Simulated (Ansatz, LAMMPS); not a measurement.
# Li+ BF4- in gamma-butyrolactone and acetonitrile and diethyl carbonate, from a frame at 440 K (102 atoms): geometry optimisation, part 2 of 4

How does Li+ BF4- in gamma-butyrolactone and acetonitrile and diethyl carbonate, from a frame at 440 K (102 atoms) relax, and what do bonds, charges and levels look like afterwards?

Ansatz 0.2.0; Kohn-Sham DFT, PBE+D4, PAW (set soft_2), plane waves.

The cell: 30 C, 12 O, 50 H, 4 N, 1 B, 4 F and 1 Li. The network of contacts between molecules at the start is that of the classical potential that made the cell. The density was typed from a rule of thumb and may lie off the real one at this temperature. The Brillouin zone is sampled at Γ only, in a cell whose shortest periodic width is 11 Å.

So far. Step 3 (Single point at the start): Neighbours are counted within 1.34 Å (H-C), 1.85 Å (C-C), 1.73 Å (C-O), 1.62 Å (C-N), 2.52 Å (O-Li), 1.72 Å (F-B), 2.46 Å (F-Li), 2.65 Å (N-Li).

## Step 4: Relaxation

The atoms are relaxed in the fixed cell, aiming at the force tolerance of the input.

The input, input.yaml:

```yaml
crystal:
  lattice:
    - [10.7961, 0.0, 0.0]
    - [0.0, 10.7961, 0.0]
    - [0.0, 0.0, 10.7961]
  atoms:
    [... the 102 atom lines of step 3 ...]
kpoints:
  mp_grid: { grid: [1, 1, 1] }
hamiltonian:
  xc: pbe
  dispersion: d4
scf:
  occupations: { method: fermi_dirac, width: 0.05 }
output:
  forces: true
relax:
  f_tol: 0.05
  max_steps: 200
```

Launch:

```sh
ansatz run input.yaml --threads 4 --pin off --max-ram 8192MiB --backend cpu --events-out ev --progress --plain --runs-dir out
```

Numbers of over 12 decimals in the logs are rounded to 6 here.

Log:

```text
[...]
Crystal: 102 atoms, lattice volume = 1258.348 Å³
Basis set: ecut = 420 eV, 24573 PW (Γ), exchange–correlation on 150×150×150 points (8 copies of the dense FFT grid, shifted against one another)
Bands: 250, of which v1, the nominal top of the filled ones, is band 148 counted from 1 (147 counted from 0)
Symmetry: 1 space group operations
[...]
k-points: 1
[...]
SCF iter   1: F=—  HF=-20267.102592 eV  |F-HF|=—  |Δ(HF+E_count)|=         —  Δρ=4.90e-3  dr2=4.12e-1  ethr=1.77e-3  ⟨swp⟩=6.0  Hψ=1143  notcnv=0  defer=41
[...]
SCF iter   7: F=-20267.012575 eV  HF=-20267.012609 eV  |F-HF|=3.42e-5  |Δ(HF+E_count)|=   1.55e-5  Δρ=6.85e-5  dr2=5.79e-5  ethr=2.11e-8  ⟨swp⟩=3.0  Hψ=768  notcnv=0
SCF 1 converged in 7 iterations: F = -20267.012575 eV  dr2 = 5.79e-5
[...]
relax step   1: F+E_penalty+E_count = -20267.01257469 eV  Δ(F+E_penalty+E_count) = +0.000e0 eV  max|allowed force component| = 3.660e0 eV/Å  Δτ_max = 0.0000 Å  (7 SCF iters, dr2 threshold 6.25e-5 eV, accepted)
[...]
relax step   2: F+E_penalty+E_count = -20271.20667419 eV  Δ(F+E_penalty+E_count) = -4.194e0 eV  max|allowed force component| = 2.102e0 eV/Å  Δτ_max = 0.1902 Å  (7 SCF iters, dr2 threshold 1.00e-4 eV, accepted)
[...]
relax step   3: F+E_penalty+E_count = -20272.10256854 eV  Δ(F+E_penalty+E_count) = -8.959e-1 eV  max|allowed force component| = 9.027e-1 eV/Å  Δτ_max = 0.1929 Å  (7 SCF iters, dr2 threshold 1.00e-4 eV, accepted)
[...]
relax step   4: F+E_penalty+E_count = -20272.45975116 eV  Δ(F+E_penalty+E_count) = -3.572e-1 eV  max|allowed force component| = 4.402e-1 eV/Å  Δτ_max = 0.1923 Å  (7 SCF iters, dr2 threshold 1.00e-4 eV, accepted)
relax step   5: F+E_penalty+E_count = -20272.65875664 eV  Δ(F+E_penalty+E_count) = -1.990e-1 eV  max|allowed force component| = 4.673e-1 eV/Å  Δτ_max = 0.1949 Å  (7 SCF iters, dr2 threshold 3.57e-5 eV, accepted)
relax step   6: F+E_penalty+E_count = -20272.79580598 eV  Δ(F+E_penalty+E_count) = -1.370e-1 eV  max|allowed force component| = 3.044e-1 eV/Å  Δτ_max = 0.1918 Å  (7 SCF iters, dr2 threshold 5.19e-5 eV, accepted)
relax step   7: F+E_penalty+E_count = -20272.88722660 eV  Δ(F+E_penalty+E_count) = -9.142e-2 eV  max|allowed force component| = 3.004e-1 eV/Å  Δτ_max = 0.1948 Å  (7 SCF iters, dr2 threshold 3.93e-5 eV, accepted)
relax step   8: F+E_penalty+E_count = -20272.95281931 eV  Δ(F+E_penalty+E_count) = -6.559e-2 eV  max|allowed force component| = 3.036e-1 eV/Å  Δτ_max = 0.1949 Å  (7 SCF iters, dr2 threshold 3.83e-5 eV, accepted)
relax step   9: F+E_penalty+E_count = -20273.00743914 eV  Δ(F+E_penalty+E_count) = -5.462e-2 eV  max|allowed force component| = 3.258e-1 eV/Å  Δτ_max = 0.1924 Å  (6 SCF iters, dr2 threshold 8.97e-5 eV, accepted)
relax step  10: F+E_penalty+E_count = -20273.04353357 eV  Δ(F+E_penalty+E_count) = -3.609e-2 eV  max|allowed force component| = 4.093e-1 eV/Å  Δτ_max = 0.1950 Å  (6 SCF iters, dr2 threshold 1.00e-4 eV, accepted)
relax step  11: F+E_penalty+E_count = -20273.07525887 eV  Δ(F+E_penalty+E_count) = -3.173e-2 eV  max|allowed force component| = 3.450e-1 eV/Å  Δτ_max = 0.1633 Å  (6 SCF iters, dr2 threshold 1.00e-4 eV, accepted)
relax step  12: F+E_penalty+E_count = -20273.11149083 eV  Δ(F+E_penalty+E_count) = -3.623e-2 eV  max|allowed force component| = 3.244e-1 eV/Å  Δτ_max = 0.1951 Å  (6 SCF iters, dr2 threshold 8.46e-5 eV, accepted)
relax step  13: F+E_penalty+E_count = -20273.14768756 eV  Δ(F+E_penalty+E_count) = -3.620e-2 eV  max|allowed force component| = 3.201e-1 eV/Å  Δτ_max = 0.1953 Å  (7 SCF iters, dr2 threshold 7.48e-5 eV, accepted)
relax step  14: F+E_penalty+E_count = -20273.17747886 eV  Δ(F+E_penalty+E_count) = -2.979e-2 eV  max|allowed force component| = 4.182e-1 eV/Å  Δτ_max = 0.1950 Å  (7 SCF iters, dr2 threshold 9.06e-5 eV, accepted)
relax step  15: F+E_penalty+E_count = -20273.20095088 eV  Δ(F+E_penalty+E_count) = -2.347e-2 eV  max|allowed force component| = 3.333e-1 eV/Å  Δτ_max = 0.1560 Å  (6 SCF iters, dr2 threshold 1.00e-4 eV, accepted)
relax step  16: F+E_penalty+E_count = -20273.22354928 eV  Δ(F+E_penalty+E_count) = -2.260e-2 eV  max|allowed force component| = 3.468e-1 eV/Å  Δτ_max = 0.1349 Å  (6 SCF iters, dr2 threshold 7.06e-5 eV, accepted)
relax step  17: F+E_penalty+E_count = -20273.24252412 eV  Δ(F+E_penalty+E_count) = -1.897e-2 eV  max|allowed force component| = 2.964e-1 eV/Å  Δτ_max = 0.1088 Å  (6 SCF iters, dr2 threshold 7.64e-5 eV, accepted)
relax step  18: F+E_penalty+E_count = -20273.26313997 eV  Δ(F+E_penalty+E_count) = -2.062e-2 eV  max|allowed force component| = 2.193e-1 eV/Å  Δτ_max = 0.1302 Å  (6 SCF iters, dr2 threshold 6.42e-5 eV, accepted)
relax step  19: F+E_penalty+E_count = -20273.27794846 eV  Δ(F+E_penalty+E_count) = -1.481e-2 eV  max|allowed force component| = 2.837e-1 eV/Å  Δτ_max = 0.1273 Å  (7 SCF iters, dr2 threshold 2.63e-5 eV, accepted)
relax step  20: F+E_penalty+E_count = -20273.29182138 eV  Δ(F+E_penalty+E_count) = -1.387e-2 eV  max|allowed force component| = 2.481e-1 eV/Å  Δτ_max = 0.0920 Å  (6 SCF iters, dr2 threshold 4.41e-5 eV, accepted)
[...]
relax step  35: F+E_penalty+E_count = -20273.47656850 eV  Δ(F+E_penalty+E_count) = -5.599e-3 eV  max|allowed force component| = 5.894e-2 eV/Å  Δτ_max = 0.1237 Å  (9 SCF iters, accepted)
relax step  36: F+E_penalty+E_count = -20273.47888398 eV  Δ(F+E_penalty+E_count) = -2.315e-3 eV  max|allowed force component| = 1.175e-1 eV/Å  Δτ_max = 0.1149 Å  (9 SCF iters, accepted)
[...]
relax step  41: F+E_penalty+E_count = -20273.49280196 eV  Δ(F+E_penalty+E_count) = -2.132e-3 eV  max|allowed force component| = 5.110e-2 eV/Å  Δτ_max = 0.0330 Å  (8 SCF iters, accepted)
relax step  42: F+E_penalty+E_count = -20273.49670932 eV  Δ(F+E_penalty+E_count) = -3.907e-3 eV  max|allowed force component| = 5.429e-2 eV/Å  Δτ_max = 0.0971 Å  (9 SCF iters, accepted)
relax step  43: F+E_penalty+E_count = -20273.49915057 eV  Δ(F+E_penalty+E_count) = -2.441e-3 eV  max|allowed force component| = 2.720e-1 eV/Å  Δτ_max = 0.1962 Å  (10 SCF iters, accepted)
[...]
relax step  60: F+E_penalty+E_count = -20273.61617399 eV  Δ(F+E_penalty+E_count) = -6.402e-3 eV  max|allowed force component| = 1.030e-1 eV/Å  Δτ_max = 0.1251 Å  (10 SCF iters, accepted)
relax step  61: F+E_penalty+E_count = -20273.62137765 eV  Δ(F+E_penalty+E_count) = -5.204e-3 eV  max|allowed force component| = 4.602e-1 eV/Å  Δτ_max = 0.1966 Å  (10 SCF iters, accepted)
relax step  62: F+E_penalty+E_count = -20273.62621846 eV  Δ(F+E_penalty+E_count) = -4.841e-3 eV  max|allowed force component| = 1.954e-1 eV/Å  Δτ_max = 0.0259 Å  (5 SCF iters, dr2 threshold 1.00e-4 eV, accepted)
relax step  63: F+E_penalty+E_count = -20273.63523039 eV  Δ(F+E_penalty+E_count) = -9.012e-3 eV  max|allowed force component| = 1.093e-1 eV/Å  Δτ_max = 0.1249 Å  (7 SCF iters, dr2 threshold 6.88e-6 eV, accepted)
relax step  64: F+E_penalty+E_count = -20273.63981247 eV  Δ(F+E_penalty+E_count) = -4.582e-3 eV  max|allowed force component| = 1.945e-1 eV/Å  Δτ_max = 0.1960 Å  (10 SCF iters, accepted)
relax step  65: F+E_penalty+E_count = -20273.64359506 eV  Δ(F+E_penalty+E_count) = -3.783e-3 eV  max|allowed force component| = 1.372e-1 eV/Å  Δτ_max = 0.0476 Å  (6 SCF iters, dr2 threshold 1.18e-5 eV, accepted)
relax step  66: F+E_penalty+E_count = -20273.64694946 eV  Δ(F+E_penalty+E_count) = -3.354e-3 eV  max|allowed force component| = 1.431e-1 eV/Å  Δτ_max = 0.0331 Å  (6 SCF iters, dr2 threshold 9.35e-6 eV, accepted)
relax step  67: F+E_penalty+E_count = -20273.65003782 eV  Δ(F+E_penalty+E_count) = -3.088e-3 eV  max|allowed force component| = 5.201e-2 eV/Å  Δτ_max = 0.0864 Å  (7 SCF iters, dr2 threshold 1.02e-5 eV, accepted)
relax step  68: F+E_penalty+E_count = -20273.65042548 eV  Δ(F+E_penalty+E_count) = -3.877e-4 eV  max|allowed force component| = 2.650e-1 eV/Å  Δτ_max = 0.1813 Å  (10 SCF iters, accepted)
relax step  69: F+E_penalty+E_count = -20273.65270581 eV  Δ(F+E_penalty+E_count) = -2.280e-3 eV  max|allowed force component| = 7.657e-2 eV/Å  Δτ_max = 0.0690 Å  (6 SCF iters, dr2 threshold 9.28e-6 eV, accepted)
relax step  70: F+E_penalty+E_count = -20273.65352182 eV  Δ(F+E_penalty+E_count) = -8.160e-4 eV  max|allowed force component| = 3.315e-2 eV/Å  Δτ_max = 0.0343 Å  (9 SCF iters, accepted)
relax step  71: F+E_penalty+E_count = -20273.65509359 eV  Δ(F+E_penalty+E_count) = -1.572e-3 eV  max|allowed force component| = 1.117e-1 eV/Å  Δτ_max = 0.0696 Å  (9 SCF iters, accepted)
relax step  72: F+E_penalty+E_count = -20273.65657194 eV  Δ(F+E_penalty+E_count) = -1.478e-3 eV  max|allowed force component| = 1.156e-1 eV/Å  Δτ_max = 0.1224 Å  (10 SCF iters, accepted)
relax step  73: F+E_penalty+E_count = -20273.65750240 eV  Δ(F+E_penalty+E_count) = -9.305e-4 eV  max|allowed force component| = 9.140e-2 eV/Å  Δτ_max = 0.0730 Å  (7 SCF iters, dr2 threshold 1.34e-5 eV, accepted)
relax step  74: F+E_penalty+E_count = -20273.65854877 eV  Δ(F+E_penalty+E_count) = -1.046e-3 eV  max|allowed force component| = 5.795e-2 eV/Å  Δτ_max = 0.0212 Å  (6 SCF iters, dr2 threshold 5.23e-6 eV, accepted)
relax step  75: F+E_penalty+E_count = -20273.65947212 eV  Δ(F+E_penalty+E_count) = -9.234e-4 eV  max|allowed force component| = 5.581e-2 eV/Å  Δτ_max = 0.0397 Å  (9 SCF iters, accepted)
[...]
relax step  76: F+E_penalty+E_count = -20273.66003139 eV  Δ(F+E_penalty+E_count) = -5.593e-4 eV  max|allowed force component| = 3.818e-2 eV/Å  Δτ_max = 0.0352 Å  (9 SCF iters, accepted)
SCF converged after 9 iterations
Free energy (F): -20273.660031 eV
[...]
Internal energy: -20273.660031 eV  (E = F + TS)
E sigma→0 (E₀):  -20273.660031 eV
Fermi energy:    0.483612 eV
[...]
--- Forces (eV/Å), atoms counted from 1 ---
  atom   1  C      0.00044594    -0.00322960     0.00177852
  atom   2  C     -0.00344239     0.00671079    -0.00096314
  atom   3  O     -0.00022082     0.00584025     0.00413134
  atom   4  C      0.01668826    -0.03038377    -0.00696117
  atom   5  O     -0.00680147     0.01320590    -0.00221185
  atom   6  O     -0.00301425     0.00513919     0.00937863
  atom   7  C     -0.00721892     0.00373073    -0.00119827
  atom   8  C      0.00211382     0.00173638     0.00071157
  atom   9  H     -0.00261574     0.00282515     0.00225378
  atom  10  H     -0.00277552     0.00097947    -0.00324379
  atom  11  H      0.00082355    -0.00066592    -0.00059917
  atom  12  H      0.00292358    -0.00284666    -0.00060623
  atom  13  H      0.00048270    -0.00026466    -0.00066322
  atom  14  H      0.00277158     0.00023354    -0.00568819
[...]
atom 101  F      0.01389878     0.01162890    -0.00601909
  atom 102  Li     0.00333533     0.00694905     0.00292769
  max |Σ_I F_I| component: 9.49e-5 eV/Å
--- Relaxed structure (76 steps of the walk, 76 accepted, 0 SCFs on fresh bases) ---
  F+E_penalty+E_count = -20273.66003139 eV   max|allowed force component| = 3.818e-2 eV/Å
  atoms:
    - { symbol: C, position: [0.235409, 0.289067, -0.025209] }
    - { symbol: C, position: [0.109461, 0.229277, -0.013912] }
    - { symbol: O, position: [0.050486, 0.235907, 0.864828] }
    - { symbol: C, position: [0.943494, 0.173096, 0.854500] }
[...]
- { symbol: Li, position: [0.533454, 0.695695, 0.324738] }
```

Run time: 11 min. Hardware: 4 threads of Arm Neoverse V1, shared host; peak memory 1.3 GiB; 42 min of CPU time.

The program notes that the dispersion model switches parameters near this geometry.

Step by step (22 of 76):

```
step  energy less that of the first step (eV)  largest force component (eV/Å)
   1                                   0.0000                          3.6599
   5                                  -5.6462                          0.4673
   8                                  -5.9402                          0.3036
  12                                  -6.0989                          0.3244
  15                                  -6.1884                          0.3333
  19                                  -6.2654                          0.2837
  22                                  -6.3081                          0.1572
  26                                  -6.3515                          0.2737
  30                                  -6.4226                          0.1820
  33                                  -6.4514                          0.1690
  37                                  -6.4689                          0.0791
  40                                  -6.4781                          0.0905
  44                                  -6.4909                          0.1445
  47                                  -6.5081                          0.2670
  51                                  -6.5369                          0.1698
  55                                  -6.5672                          0.1237
  58                                  -6.5903                          0.2054
  62                                  -6.6136                          0.1954
  65                                  -6.6310                          0.1372
  69                                  -6.6401                          0.0766
  72                                  -6.6440                          0.1156
  76                                  -6.6475                          0.0382
```

The atoms that moved most (Å):

```
atom      dx      dy      dz  length
 H60   3.317   0.117   1.327   3.575
 H88  -1.054  -2.285  -2.498   3.546
 H89  -2.220  -0.895  -2.140   3.211
 H59   1.549  -0.701   2.504   3.026
 H47   2.316   1.693   0.158   2.874
 H11   0.823  -0.413  -2.490   2.655
 O37  -0.681   0.863  -2.398   2.638
 O54   1.953  -0.069   1.767   2.635
```

The relaxation changed the energy by -65.2 meV/atom, and atoms moved by 1.6 Å r.m.s., 3.6 Å at most.

## Step 5: Structure statistics after relaxation

Bonds before and after, by the cutoffs listed below:

```
pair  bonds before  bonds after  mean before (Å)  mean after (Å)  spread before (Å)  spread after (Å)
 H-C            50           50            1.090           1.098              0.030             0.002
 C-C            17           17            1.505           1.503              0.049             0.033
 C-O            19           19            1.340           1.356              0.081             0.095
 C-N             4            4            1.192           1.161              0.013             0.002
O-Li             1            1            2.137           2.014              0.000             0.000
 F-B             4            4            1.391           1.418              0.041             0.018
F-Li             1            1            2.100           1.890              0.000             0.000
N-Li             2            2            2.244           2.056              0.020             0.015
```

Density 0.993 g/cm³, 12.34 Å³ an atom.

Pair distribution functions g(r), in bins of 0.2 Å:

```
r (Å)  total   H-H    H-C   H-O   H-F   H-N   H-B
 1.00   3.67  0.00  12.70  0.00  0.00  0.00  0.00
 1.20   1.06  0.00   1.58  0.00  0.00  0.00  0.00
 1.40   1.07  0.00   0.00  0.00  0.00  0.00  0.00
 1.60   0.54  0.00   0.00  0.00  0.00  0.00  0.00
 1.80   1.16  4.69   0.00  0.00  0.00  0.00  0.00
 2.00   0.63  0.00   0.85  2.73  0.00  0.00  0.00
 2.20   1.30  0.08   3.58  0.51  0.48  0.00  0.00
 2.40   1.00  1.21   0.05  0.56  1.31  0.87  0.00
 2.60   0.62  1.12   0.20  1.33  1.12  1.11  0.00
 2.80   0.79  1.42   0.38  2.23  0.92  0.00  0.00
 3.00   0.83  1.31   0.90  1.48  0.26  1.12  2.26
 3.20   0.81  0.51   0.85  0.98  0.76  3.48  1.93
 3.40   0.78  0.80   0.93  0.94  0.42  0.43  0.88
 3.60   1.03  0.84   1.19  0.78  1.33  0.77  0.00
 3.80   0.93  0.69   0.76  1.05  1.04  1.03  1.35
 4.00   0.98  0.98   0.82  1.35  1.42  0.76  1.28
 4.20   0.99  0.93   0.91  1.23  0.85  1.27  1.11
 4.40   1.05  1.14   1.09  1.25  1.02  0.92  1.01
 4.60   1.06  0.93   0.93  1.25  1.31  0.96  2.32
 4.80   1.03  0.90   1.13  1.08  0.87  0.22  0.43
 5.00   1.07  1.01   1.23  0.81  1.21  1.10  0.81
 5.20   0.96  0.97   0.89  0.71  0.83  0.66  1.47
```

Bonds by pair of elements; cutoffs follow the first minimum of g(r), held within bounds set by covalent radii, and pairs that aren't listed don't count as bonded:

```
pair A-B  cutoff (Å)  bonds  mean length (Å)  spread (Å)  shortest (Å)  B about A  A about B
     H-C        1.34     50             1.10       0.002          1.09          1       1.67
     C-C        1.85     17             1.50       0.033          1.44       1.13       1.13
     C-O        1.73     19             1.36       0.095          1.22      0.633       1.58
     C-N        1.62      4             1.16       0.002          1.16      0.133          1
    O-Li        2.43      1             2.01           0          2.01      0.083          1
     F-B        1.72      4             1.42       0.018          1.41          1          4
    F-Li        2.27      1             1.89           0          1.89       0.25          1
    N-Li        2.48      2             2.06       0.015          2.04        0.5          2
```

How many atoms have how many bonded neighbours:

```
element  mean   1  2  3   4
      B     4   0  0  0   1
      C  3.57   0  4  5  21
      F  1.25   3  1  0   0
      H     1  50  0  0   0
     Li     4   0  0  0   1
      N   1.5   2  2  0   0
      O  1.67   4  8  0   0
```

Bond angles (no mean is given where the spread exceeds 20°):

```
angle  count  mean (°)  spread (°)
C-C-H     62       111         1.9
H-C-H     37       109         0.8
H-C-O     14       107         1.6
C-C-O     13       113           9
O-C-O      9       120         7.1
```

Bond length by coordination (bonds to H left out):

```
element  coordination  atoms  mean bond length (Å)
      C             2      4                  1.30
      C             3      5                  1.34
      C             4     21                   1.5
      F             1      3                  1.41
      F             2      1                  1.67
      N             1      2                  1.16
      N             2      2                  1.61
      O             1      4                  1.22
      O             2      8                  1.43
```

Rings of the network by King's shortest-path rule, up to 12 atoms, one path for each pair of neighbours; H, halogens, alkali and alkaline-earth atoms are left out, and the last column divides by all other atoms, bonded or not:

```
ring size (atoms)  rings  per network atom
                5      3             0.064
```

By these cutoffs all B atoms have 4, 70 % of C atoms have 4, 75 % of F atoms have 1 and all H atoms have 1 bonded neighbour. The C-C-H angle averages 111° with a spread of 1.9°. All rings counted have 5 atoms.

(Continued in part 3 of 4.)

[Logs are printed without paths, hosts, clocks, repeated set-up lines and the standing remarks that a program may print on its own settings, such as how far it seeks lower states.]

[Hosts, paths, dates, database ids (printed as entryN), source tags and the programs' standing remarks are cut or masked in the printed files.]
